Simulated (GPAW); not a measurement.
## propane-1,3-dithiol between two Al chains: relaxation, then transmission at several levels

How well does propane-1,3-dithiol between two Al chains conduct once its atoms have relaxed, and how much do cheaper levels lose?

Calculated with GPAW 26.7.0; GPAW LCAO, PAW setups; relaxation of the junction within the symmetry of its start, lead ends held, in the first sound run; inputs show where later runs differ.

### Step 1. The structure

The cell holds 25 atoms: 14 Al, 2 S, 6 H and 3 C. Cell: a = 11.831 Å, b = 12.166 Å, c = 37.103 Å, α = 90.0°, β = 90.0°, γ = 90.0°. Regions: left lead, 7 atoms (7 Al); channel, 11 atoms (2 S, 6 H and 3 C); right lead, 7 atoms (7 Al). Vacuum lies along a and b. The structure is stacked along c, and the current runs across the ab planes.

### Step 2. Relaxation

Transmission follows bond lengths closely, so the atoms between the held lead ends are relaxed first, within whatever symmetry the start has.

run.py

```python
import json
from ase import Atoms
from ase.constraints import FixAtoms
from ase.optimize import BFGS
from gpaw import GPAW, FermiDirac

device = Atoms(
    ['Al', 'Al', 'Al', 'Al', 'Al', 'Al', 'Al', 'S', 'H', 'H', 'C', 'H', 'C', 'H', 'C', 'H', 'H', 'S', 'Al', 'Al', 'Al', 'Al', 'Al', 'Al', 'Al'],
    positions=[
        [5.91547, 6.08304, 1.20000],
        [5.91547, 6.08304, 3.60000],
        [5.91547, 6.08304, 6.00000],
        [5.91547, 6.08304, 8.40000],
        [5.91547, 6.08304, 10.80000],
        [5.91547, 6.08304, 13.20000],
        [5.91547, 6.08304, 15.60000],
        [6.91291, 4.13230, 15.79929],
        [8.58094, 5.02166, 17.27462],
        [8.57878, 3.25000, 17.27839],
        [7.93700, 4.13665, 17.29859],
        [6.41878, 5.02671, 18.55164],
        [7.06466, 4.13900, 18.55165],
        [6.41434, 3.25450, 18.55165],
        [7.93700, 4.13667, 19.80470],
        [8.57880, 3.25003, 19.82489],
        [8.58092, 5.02170, 19.82866],
        [6.91292, 4.13230, 21.30400],
        [5.91547, 6.08304, 21.50331],
        [5.91547, 6.08304, 23.90331],
        [5.91547, 6.08304, 26.30331],
        [5.91547, 6.08304, 28.70331],
        [5.91547, 6.08304, 31.10331],
        [5.91547, 6.08304, 33.50331],
        [5.91547, 6.08304, 35.90331]],
    cell=[[11.83094, 0.0, 0.0], [0.0, 12.16608, 0.0], [0.0, 0.0, 37.10331]],
    pbc=True)

device.set_constraint(FixAtoms([0, 1, 2, 3, 4, 5, 19, 20, 21, 22, 23, 24]))
device.calc = GPAW(mode='lcao', basis='dzp', xc='PBE', h=0.18,
                   kpts={'size': (1, 1, 2), 'gamma': True},
                   symmetry={'tolerance': 1e-3, 'extra_ids': [1, 1, 1, 1, 1, 1, 0, 0, 0, 0, 0, 0, 0, 0, 0, 0, 0, 0, 0, 1, 1, 1, 1, 1, 1]},
                   occupations=FermiDirac(0.1), maxiter=250,
                   mixer=dict(beta=0.1, nmaxold=8, weight=100.0),
                   convergence=dict(density=0.0001), txt='relax.txt')
path = []
opt = BFGS(device, maxstep=0.15)
opt.attach(lambda: path.append((device.get_potential_energy(), device.positions.tolist(), device.get_forces().tolist())))
relaxed = bool(opt.run(fmax=0.05, steps=50))
json.dump(dict(relaxed=relaxed, path=path, positions=device.positions.tolist(), moments=device.get_magnetic_moments().tolist(),
               forces=device.get_forces(apply_constraint=False).tolist()), open('result.json', 'w'))
```

The run is started by

```console
OMP_NUM_THREADS=1 OPENBLAS_NUM_THREADS=1 python run.py
```

Output:

```text
Step          Energy          fmax
BFGS:    0      -80.781539        1.427289
BFGS:    1      -80.899851        1.264084
BFGS:    2      -81.044218        0.920914
BFGS:    3      -81.147080        0.640790
BFGS:    4      -81.187921        0.503184
BFGS:    5      -81.217456        0.473143
BFGS:    6      -81.238416        0.369496
BFGS:    7      -81.248502        0.249840
BFGS:    8      -81.256093        0.166308
BFGS:    9      -81.259041        0.202305
BFGS:   10      -81.264271        0.210003
BFGS:   11      -81.270223        0.239492
BFGS:   12      -81.279001        0.286541
BFGS:   13      -81.285629        0.243139
BFGS:   14      -81.302549        0.529513
BFGS:   15      -81.315800        0.337066
[...]
BFGS:   40      -81.429101        0.182161
BFGS:   41      -81.428451        0.179537
BFGS:   42      -81.431278        0.239082
BFGS:   43      -81.437246        0.079682
BFGS:   44      -81.437302        0.103442
BFGS:   45      -81.439062        0.052453
BFGS:   46      -81.439271        0.050998
BFGS:   47      -81.439650        0.039525
```

Run time: 50 min. Hardware: 1 thread of Arm Neoverse V1, shared host; peak memory 2.3 GiB.

Relaxation path (22 of 48):

```csv
step,energy less that of the first step (eV),largest force (eV/Å)
1,0.0000,1.4273
3,-0.2620,0.9209
5,-0.4081,0.5032
8,-0.4722,0.2498
10,-0.4839,0.2023
12,-0.4966,0.2395
14,-0.5143,0.2431
17,-0.5564,0.1732
19,-0.5717,0.2038
21,-0.5819,0.1016
23,-0.5870,0.0927
26,-0.5924,0.0954
28,-0.5957,0.1270
30,-0.6018,0.1419
32,-0.6071,0.1139
35,-0.6148,0.1605
37,-0.6217,0.1597
39,-0.6497,0.3116
41,-0.6792,0.1822
44,-0.6894,0.0797
46,-0.6923,0.0525
48,-0.6927,0.0395
```

The atoms that moved most (Å):

```csv
atom,dx,dy,dz,length
Al19,0.851,0.706,0.017,1.106
Al7,0.851,0.706,-0.017,1.106
H14,-0.206,0.352,0.000,0.408
S8,-0.053,0.385,-0.055,0.392
S18,-0.053,0.385,0.055,0.392
H12,0.079,0.343,0.000,0.352
H10,-0.247,-0.005,-0.087,0.262
H16,-0.247,-0.005,0.087,0.262
```

The relaxation lowered the energy of the cell by 0.693 eV (energies extrapolated to zero smearing; the optimiser's log prints free energies). The largest force left on a free atom is 0.040 eV/Å.

### Step 3. Double-zeta polarised basis

The script solves lead and junction separately, takes H and S in the orbital basis, and joins semi-infinite leads through their self-energies; the dzp basis is the working standard.

This step: GPAW LCAO, PAW setups; Landauer transmission from Green's functions with principal layers (ASE), zero bias (GPAW 26.7.0).

run.py

```python
import json
import numpy as np
from ase import Atoms
from ase.transport.calculators import TransportCalculator
from gpaw import GPAW, FermiDirac
from gpaw.lcao.tools import get_lcao_hamiltonian
from scipy.linalg import eigh

# The junction with lead layers at both ends, along the third cell vector
device = Atoms(
    ['Al', 'Al', 'Al', 'Al', 'Al', 'Al', 'Al', 'S', 'H', 'H', 'C', 'H', 'C', 'H', 'C', 'H', 'H', 'S', 'Al', 'Al', 'Al', 'Al', 'Al', 'Al', 'Al'],
    positions=[
        [5.91547, 6.08304, 1.20000],
        [5.91547, 6.08304, 3.60000],
        [5.91547, 6.08304, 6.00000],
        [5.91547, 6.08304, 8.40000],
        [5.91547, 6.08304, 10.80000],
        [5.91547, 6.08304, 13.20000],
        [6.76680, 6.78943, 15.58264],
        [6.86013, 4.51690, 15.74426],
        [8.69788, 5.00322, 17.29252],
        [8.33141, 3.24538, 17.19182],
        [7.86976, 4.25619, 17.28273],
        [6.49817, 5.36955, 18.55164],
        [7.01618, 4.37709, 18.55165],
        [6.20791, 3.60682, 18.55165],
        [7.86976, 4.25621, 19.82056],
        [8.33143, 3.24541, 19.91146],
        [8.69786, 5.00326, 19.81076],
        [6.86014, 4.51690, 21.35903],
        [6.76680, 6.78943, 21.52067],
        [5.91547, 6.08304, 23.90331],
        [5.91547, 6.08304, 26.30331],
        [5.91547, 6.08304, 28.70331],
        [5.91547, 6.08304, 31.10331],
        [5.91547, 6.08304, 33.50331],
        [5.91547, 6.08304, 35.90331]],
    cell=[[11.83094, 0.0, 0.0], [0.0, 12.16608, 0.0], [0.0, 0.0, 37.10331]],
    pbc=True)

# One principal layer of the lead: the first 4 atoms of the device
lead = Atoms(
    ['Al', 'Al', 'Al', 'Al'],
    positions=[
        [5.91547, 6.08304, 1.20000],
        [5.91547, 6.08304, 3.60000],
        [5.91547, 6.08304, 6.00000],
        [5.91547, 6.08304, 8.40000]],
    cell=[[11.83094, 0.0, 0.0], [0.0, 12.16608, 0.0], [0.0, 0.0, 9.6]],
    pbc=True)

settings = dict(mode='lcao', basis='dzp', xc='PBE', h=0.2,
                occupations=FermiDirac(0.1), maxiter=250,
                mixer=dict(beta=0.1, nmaxold=8, weight=100.0),
                convergence=dict(density=0.0001))
energies = np.arange(-2, 2 + 1e-9, 0.025)
eta = 0.0001
n1, n2 = 1, 1
# k and -k transmit alike, so half of the mesh across the current serves
mesh = [(i, j) for i in range(n1) for j in range(n2) if (i, j) <= (-i % n1, -j % n2)]
weights = np.array([1 if (i, j) == (-i % n1, -j % n2) else 2 for i, j in mesh]) / (n1 * n2)

# [... helper functions left out ...]
fermi_lead = ground_state(lead, (1, 1, 12), 'lead.txt')
fermi_device = ground_state(device, (1, 1, 2), 'device.txt')
# [... loop over the mesh left out, but for ...]
        # Shift the lead onto the potential of the device's first layer
        shift = ((H[:, 0, 0] - H0[:, 0, 0]) / S0[0, 0]).real.mean()
# [...]
kT = 8.617333e-5 * 300
bias = [0.1, 0.2, 0.5, 1.0, 1.5, 2.0]
# [... integrals and printing left out ...]
```

Output:

```text
basis functions: device 277, principal layer 52
Fermi level: lead -3.5883 eV, device -3.4974 eV; lead shifted by 0.0197 eV
largest coupling past the next layer 1.11e-15 eV, largest misfit of the first layer 0.090 eV
  E-E_F (eV)   T (one spin)  channels
    -2.000    9.7022e-03    1.0000
    -1.975    1.1536e-02    1.0000
    -1.950    1.4371e-02    1.0000
    -1.925    1.9145e-02    1.0000
    -1.900    2.8239e-02    1.0000
    -1.875    4.9292e-02    1.0000
    -1.850    1.1834e-01    1.0000
    -1.825    5.5329e-01    1.0000
    -1.800    4.6083e-01    1.0000
    -1.775    9.6089e-02    1.0000
    -1.750    3.9550e-02    1.0000
    -1.725    2.3428e-02    1.0000
    -1.700    1.7734e-02    1.0000
    -1.675    1.6413e-02    1.0000
    -1.650    1.8246e-02    1.0000
    -1.625    2.4224e-02    1.0000
[...]
1.825    5.4592e-02    3.0000
     1.850    5.6432e-02    3.0000
     1.875    5.8359e-02    3.0000
     1.900    6.0373e-02    3.0000
     1.925    6.2469e-02    3.0000
     1.950    6.4641e-02    3.0000
     1.975    6.6875e-02    3.0000
     2.000    6.9156e-02    3.0000
conductance at 300 K: 0.074149 G0 a cell; thermopower 77.6 uV/K
current from the zero-bias T(E) at 0.1 V: 0.60912 uA
current from the zero-bias T(E) at 0.2 V: 1.4689 uA
current from the zero-bias T(E) at 0.5 V: 7.1017 uA
current from the zero-bias T(E) at 1.0 V: 10.111 uA
current from the zero-bias T(E) at 1.5 V: 10.354 uA
current from the zero-bias T(E) at 2.0 V: 10.636 uA
```

Elapsed: 2 min, on 1 thread; peak memory 1.9 GiB.

Numbers from this step:

```yaml
conductance: 0.07415 G₀
thermopower: 77.60 μV/K
largest_coupling_past_the_next_principal_layer: 1.11e-15 eV
largest_misfit_of_the_first_principal_layer: 0.09037 eV
shift_that_aligns_the_lead: 0.01972 eV
basis_functions_of_the_junction: 277
basis_functions_of_a_principal_layer: 52
transmission_at_the_fermi_level_one_spin: 0.06441
open_channels_of_the_lead_at_the_fermi_level_one_spin: 2
```

One spin. The transmission, zone mean by energy, zero at the Fermi level:

```csv
energy (eV),"transmission, zone mean"
-2.000,0.00970
-1.825,0.553
-1.800,0.461
-1.600,0.0386
-1.500,0.895
-1.400,0.180
-1.300,0.608
-1.200,2.3e-9
-1.000,4.6e-12
-0.800,1.5e-12
-0.600,3.3e-12
-0.400,1.0e-9
-0.325,0.515
-0.200,0.878
0.000,0.0644
0.200,0.0207
0.400,0.0133
0.600,0.0122
0.800,0.0131
1.000,0.0185
1.200,0.0260
1.400,0.0331
1.600,0.0415
1.800,0.0528
2.000,0.0692
```

Crossings of the lead's bands, unfolded to its shortest repeat. The open channels, zone mean by energy, zero at the Fermi level:

```csv
energy (eV),"open channels, zone mean"
-2.000,1
-1.900,1
-1.800,1
-1.700,1
-1.600,1
-1.500,1
-1.400,1
-1.300,1
-1.200,0
-1.100,0
-1.000,0
-0.900,0
-0.800,0
-0.700,0
-0.600,0
-0.500,0
-0.400,0
-0.300,2
-0.200,2
-0.100,2
0.000,2
0.100,2
0.200,2
0.300,2
0.400,2
0.500,2
0.600,2
0.700,2
0.800,2
0.900,2
1.000,3
1.100,3
1.200,3
1.300,3
1.400,3
1.500,3
1.600,3
1.700,3
1.800,3
1.900,3
2.000,3
```

Not self-consistent under bias; the bias window is split evenly. Current through one cell, from the zero-bias transmission against bias:

```csv
bias (V),"current through one cell, from the zero-bias transmission (μA)"
0.100,0.609
0.200,1.47
0.500,7.10
1.000,10.1
1.500,10.4
2.000,10.6
```

Table of transmission of the three most open eigenchannels by energy, zero at the Fermi level:

```csv
energy (eV),channel 1,channel 2,channel 3
-2.000,0.00970,0,0
-1.900,0.0282,0,0
-1.800,0.461,0,0
-1.700,0.0177,0,0
-1.600,0.0386,0,0
-1.500,0.895,0,0
-1.400,0.180,0,0
-1.300,0.608,0,0
-1.200,2.3e-9,0,0
-1.100,3.2e-11,0,0
-1.000,4.4e-12,0,0
-0.900,1.7e-12,0,0
-0.800,1.3e-12,0,0
-0.700,1.6e-12,0,0
-0.600,3.1e-12,0,0
-0.500,1.1e-11,0,0
-0.400,1.0e-9,1.3e-11,0
-0.300,0.204,6.8e-4,0
-0.200,0.876,0.00174,0
-0.100,0.178,0.00303,0
0.000,0.0607,0.00373,0
0.100,0.0293,0.00354,0
0.200,0.0176,0.00306,0
0.300,0.0129,0.00270,0
0.400,0.0108,0.00255,0
0.500,0.00982,0.00257,0
0.600,0.00948,0.00272,0
0.700,0.00948,0.00300,0
0.800,0.00970,0.00342,1.0e-12
0.900,0.0101,0.00403,2.0e-11
1.000,0.0130,0.00546,1.1e-4
1.100,0.0157,0.00648,2.7e-4
1.200,0.0180,0.00751,4.6e-4
1.300,0.0201,0.00863,7.1e-4
1.400,0.0222,0.00986,0.00104
1.500,0.0243,0.0112,0.00154
1.600,0.0265,0.0126,0.00227
1.700,0.0291,0.0142,0.00337
1.800,0.0320,0.0159,0.00499
1.900,0.0355,0.0176,0.00731
2.000,0.0394,0.0194,0.0103
```

Couplings past the next layer reach 1.1e-15 eV, small enough to drop; the matrix elements of the cell's first layer differ from the bulk lead's by up to 0.090 eV. That layer keeps its own values in the calculation, and only beyond it is the lead taken as perfect. The Fermi levels of lead and junction count from different zeros of potential, one for each periodic cell; with both set to zero, the small remaining shift is what aligns them. By hand: G = 0.07415 × 77.48 μS = 5.75 μS, a resistance of 174 kΩ; at 0.1 V a linear junction would pass 0.575 μA, and the integral over the bias window gives 0.609 μA. Mott's formula, S = -(π²/3)(k_B²T/e) d ln T/dE, has the prefactor 7.33 μV/K·eV at 300 K; T = 0.07927 at -0.025 eV and 0.05327 at 0.025 eV give a slope of -7.95 per eV and S = 58.3 μV/K, beside 77.6 μV/K from the thermal integral, which interpolates the same grid.

### Step 4. Single-zeta polarised basis

The second zeta is dropped, the polarisation orbitals stay.

run.py, as its differences from that of step 3:

```diff
@@ -51,3 +51,3 @@
 
-settings = dict(mode='lcao', basis='dzp', xc='PBE', h=0.2,
+settings = dict(mode='lcao', basis='szp(dzp)', xc='PBE', h=0.2,
                 occupations=FermiDirac(0.1), maxiter=250,
```

Output:

```text
basis functions: device 195, principal layer 36
Fermi level: lead -4.0938 eV, device -3.9182 eV; lead shifted by 0.0259 eV
largest coupling past the next layer 1.40e-15 eV, largest misfit of the first layer 0.100 eV
  E-E_F (eV)   T (one spin)  channels
    -2.000    8.2819e-03    1.0000
    -1.975    9.7246e-03    1.0000
    -1.950    1.1870e-02    1.0000
    -1.925    1.5279e-02    1.0000
    -1.900    2.1213e-02    1.0000
    -1.875    3.2999e-02    1.0000
    -1.850    6.1809e-02    1.0000
    -1.825    1.6300e-01    1.0000
    -1.800    7.4709e-01    1.0000
    -1.775    4.4849e-01    1.0000
    -1.750    1.2595e-01    1.0000
    -1.725    6.2307e-02    1.0000
    -1.700    4.3178e-02    1.0000
    -1.675    3.8023e-02    1.0000
    -1.650    4.0999e-02    1.0000
    -1.625    5.3636e-02    1.0000
[...]
1.825    6.1507e-02    3.0000
     1.850    6.3300e-02    3.0000
     1.875    6.5163e-02    3.0000
     1.900    6.7092e-02    3.0000
     1.925    6.9084e-02    3.0000
     1.950    7.1131e-02    3.0000
     1.975    7.3222e-02    3.0000
     2.000    7.5344e-02    3.0000
conductance at 300 K: 0.070776 G0 a cell; thermopower 64.16 uV/K
current from the zero-bias T(E) at 0.1 V: 0.56969 uA
current from the zero-bias T(E) at 0.2 V: 1.2958 uA
current from the zero-bias T(E) at 0.5 V: 6.7364 uA
current from the zero-bias T(E) at 1.0 V: 9.5433 uA
current from the zero-bias T(E) at 1.5 V: 9.7962 uA
current from the zero-bias T(E) at 2.0 V: 10.165 uA
```

Wall time 1.7 min (1 thread); peak memory 1.8 GiB.

Numbers from this step:

* conductance: 0.07078 G₀
* thermopower: 64.16 μV/K
* largest coupling past the next principal layer: 1.40e-15 eV
* largest misfit of the first principal layer: 0.09956 eV
* shift that aligns the lead: 0.02593 eV
* basis functions of the junction: 195
* basis functions of a principal layer: 36
* transmission at the Fermi level (one spin): 0.06469

One spin. Table of transmission, zone mean by energy, zero at the Fermi level:

```csv
energy (eV),"transmission, zone mean"
-2.000,0.00828
-1.900,0.0212
-1.800,0.747
-1.700,0.0432
-1.600,0.0862
-1.525,0.990
-1.500,0.587
-1.400,0.183
-1.300,3.4e-8
-1.200,5.4e-11
-1.100,3.3e-12
-1.000,0
-0.900,0
-0.800,0
-0.700,0
-0.600,1.3e-12
-0.500,5.5e-12
-0.400,1.9e-10
-0.325,0.410
-0.300,0.292
-0.200,0.915
-0.100,0.147
0.000,0.0647
0.100,0.0332
0.200,0.0207
0.300,0.0158
0.400,0.0137
0.500,0.0129
0.600,0.0128
0.700,0.0130
0.800,0.0156
0.900,0.0204
1.000,0.0241
1.100,0.0277
1.200,0.0313
1.300,0.0351
1.400,0.0392
1.500,0.0435
1.600,0.0482
1.700,0.0535
1.800,0.0598
1.900,0.0671
2.000,0.0753
```

Crossings of the lead's bands, unfolded to its shortest repeat. Open channels, zone mean against energy, zero at the Fermi level:

```csv
energy (eV),"open channels, zone mean"
-2.000,1
-1.800,1
-1.600,1
-1.400,1
-1.200,0
-1.000,0
-0.800,0
-0.600,0
-0.400,0
-0.200,2
0.000,2
0.200,2
0.400,2
0.600,2
0.800,3
1.000,3
1.200,3
1.400,3
1.600,3
1.800,3
2.000,3
```

Not self-consistent under bias; the bias window is split evenly. Current through one cell, from the zero-bias transmission against bias:

```csv
bias (V),"current through one cell, from the zero-bias transmission (μA)"
0.100,0.570
0.200,1.30
0.500,6.74
1.000,9.54
1.500,9.80
2.000,10.2
```

The transmission of the three most open eigenchannels by energy, zero at the Fermi level:

```csv
energy (eV),channel 1,channel 2,channel 3
-2.000,0.00828,0,0
-1.800,0.747,0,0
-1.600,0.0862,0,0
-1.400,0.183,0,0
-1.200,5.4e-11,0,0
-1.000,0,0,0
-0.800,0,0,0
-0.600,1.3e-12,0,0
-0.400,1.9e-10,0,0
-0.200,0.914,0.00142,0
0.000,0.0610,0.00372,0
0.200,0.0177,0.00301,0
0.400,0.0111,0.00262,0
0.600,0.00991,0.00285,1.2e-12
0.800,0.0117,0.00391,3.9e-5
1.000,0.0183,0.00549,3.5e-4
1.200,0.0234,0.00724,7.2e-4
1.400,0.0284,0.00936,0.00137
1.600,0.0339,0.0117,0.00264
1.800,0.0405,0.0140,0.00523
2.000,0.0489,0.0165,0.00999
```

The conductance, 0.0708 G₀, lies 4.5 % below that of the dzp run.

### Step 5. Minimal basis

One function for each valence shell of the setup, as for a first survey of a large system.

run.py, as its differences from that of step 4:

```diff
@@ -51,3 +51,3 @@
 
-settings = dict(mode='lcao', basis='szp(dzp)', xc='PBE', h=0.2,
+settings = dict(mode='lcao', basis='sz(dzp)', xc='PBE', h=0.2,
                 occupations=FermiDirac(0.1), maxiter=250,
```

Output:

```text
basis functions: device 82, principal layer 16
Fermi level: lead -4.3659 eV, device -4.1442 eV; lead shifted by 0.0355 eV
largest coupling past the next layer 9.84e-16 eV, largest misfit of the first layer 0.125 eV
  E-E_F (eV)   T (one spin)  channels
    -2.000    1.4914e-02    1.0000
    -1.975    2.0788e-02    1.0000
    -1.950    3.2294e-02    1.0000
[...]
1.975    6.7431e-02    3.0000
     2.000    6.8942e-02    3.0000
conductance at 300 K: 0.061933 G0 a cell; thermopower 68.95 uV/K
current from the zero-bias T(E) at 0.1 V: 0.50205 uA
current from the zero-bias T(E) at 0.2 V: 1.1685 uA
current from the zero-bias T(E) at 0.5 V: 6.8185 uA
current from the zero-bias T(E) at 1.0 V: 12.124 uA
current from the zero-bias T(E) at 1.5 V: 12.394 uA
current from the zero-bias T(E) at 2.0 V: 12.816 uA
```

It took 64 s on 1 thread; peak memory 1.7 GiB.

This step gave:

```yaml
conductance: 0.06193 G₀
thermopower: 68.95 μV/K
largest_coupling_past_the_next_principal_layer: 9.84e-16 eV
largest_misfit_of_the_first_principal_layer: 0.1245 eV
shift_that_aligns_the_lead: 0.03555 eV
basis_functions_of_the_junction: 82
basis_functions_of_a_principal_layer: 16
transmission_at_the_fermi_level_one_spin: 0.05567
```

One spin. Transmission, zone mean against energy, zero at the Fermi level:

energy (eV), transmission, zone mean and a bar:
```
   -2.000      0.015 
   -1.900      0.151 #####
   -1.875      0.648 #####################
   -1.800      0.067 ##
   -1.700      0.007 
   -1.600      0.000 
   -1.500      0.000 
   -1.400      0.000 
   -1.300      0.000 
   -1.200      0.000 
   -1.100      0.000 
   -1.000      0.000 
   -0.900      0.000 
   -0.800      0.000 
   -0.700      0.000 
   -0.600      0.000 
   -0.500      0.000 
   -0.400      0.000 
   -0.325      0.901 #############################
   -0.300      0.460 ###############
   -0.200      0.930 ##############################
   -0.100      0.135 ####
    0.000      0.056 ##
    0.100      0.029 #
    0.200      0.018 #
    0.300      0.014 
    0.400      0.013 
    0.500      0.012 
    0.600      0.012 
    0.700      0.016 #
    0.800      0.020 #
    0.900      0.023 #
    1.000      0.026 #
    1.100      0.029 #
    1.200      0.032 #
    1.300      0.036 #
    1.400      0.040 #
    1.500      0.044 #
    1.600      0.048 ##
    1.700      0.053 ##
    1.800      0.058 ##
    1.900      0.063 ##
    2.000      0.069 ##
```

The conductance, 0.0619 G₀, lies 16 % below that of the dzp run.

(Part 1 of 2 ends here.)

[Logs are printed without paths, hosts, clocks, repeated set-up lines and the standing remarks that a program may print on its own settings, such as how far it seeks lower states.]

[Hosts, paths, dates, database ids (printed as entryN), source tags and the programs' standing remarks are cut or masked in the printed files.]
